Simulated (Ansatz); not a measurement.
Cs2LiScF6 (Fm-3m), computed twice by G0W0.

The structure is cubic, space group Fm-3m (No. 225). The conventional cell has a = 8.791 Å, b = 8.791 Å, c = 8.791 Å, α = 90.00°, β = 90.00°, γ = 90.00°. Nearest to Cs lie 12 F at 3.11 Å. Nearest to Li lie 6 F at 2.33 Å. Nearest to Sc lie 6 F at 2.06 Å. F has 1 Sc at 2.06 Å and 1 Li at 2.33 Å and 4 Cs at 3.11 Å nearest. Farther neighbours and most contacts between anions are not listed.

```yaml
crystal:
  lattice:
    - [0.00000, 4.39574, 4.39574]
    - [4.39574, 0.00000, 4.39574]
    - [4.39574, 4.39574, 0.00000]
  atoms:
    - { symbol: Cs, position: [0.75000, 0.75000, 0.75000] }
    - { symbol: Cs, position: [0.25000, 0.25000, 0.25000] }
    - { symbol: Li, position: [0.50000, 0.50000, 0.50000] }
    - { symbol: Sc, position: [0.00000, 0.00000, 0.00000] }
    - { symbol: F, position: [0.76533, 0.23467, 0.23467] }
    - { symbol: F, position: [0.23467, 0.23467, 0.76533] }
    - { symbol: F, position: [0.23467, 0.76533, 0.76533] }
    - { symbol: F, position: [0.23467, 0.76533, 0.23467] }
    - { symbol: F, position: [0.76533, 0.23467, 0.76533] }
    - { symbol: F, position: [0.76533, 0.76533, 0.23467] }
```

The cell and positions are those that the Materials Project relaxed with its own functionals (PBE, PBE+U or r2SCAN), kept fixed. Spin-orbit coupling is left out unless a run names it.

The first (Ansatz 0.2.0; start PBE, 4×4×4 mesh, 432 empty bands, screening to 108 eV, PAW set soft_1 files; 1 × NVIDIA H100 80GB HBM3 (shared by 6 runs) with 2 threads of AMD EPYC 7R13 (Zen 3), shared host) gave, on its mesh: starting gap 6.69 eV, G0W0 gap 11.20 eV, RPA ε∞ (mean) 2.30, 36 s.

Q: The second changes mesh from 4×4×4 to 2×2×2. What does it give?

It gave: starting gap 6.69 eV, G0W0 gap 11.22 eV, RPA ε∞ (mean) 2.33, 12 s. The G0W0 gap moves by +0.02 eV, +0.001 eV from the start and +0.02 eV from the correction. Σc changes by +0.41 eV at the valence top and −0.02 eV at the conduction bottom, and Σx − Vxc between them by +0.46 eV.

Limits: not at the basis limit; no spin-orbit coupling; coarse k mesh.

[Paths, hosts, dates, memory and timing lines, banners, echoed tables and standing remarks are left out of the program output.]

[Logs are printed without paths, hosts, clocks, repeated set-up lines and the standing remarks that a program may print on its own settings, such as how far it seeks lower states.]

[Runs of the session that timed out or met a known fault of the program may be left out.]

[Cells called generated may have been cut or substituted from an entry of the Crystallography Open Database or the Materials Project.]

[Hosts, paths, dates, database ids (printed as entryN), source tags and the programs' standing remarks are cut or masked in the printed files.]
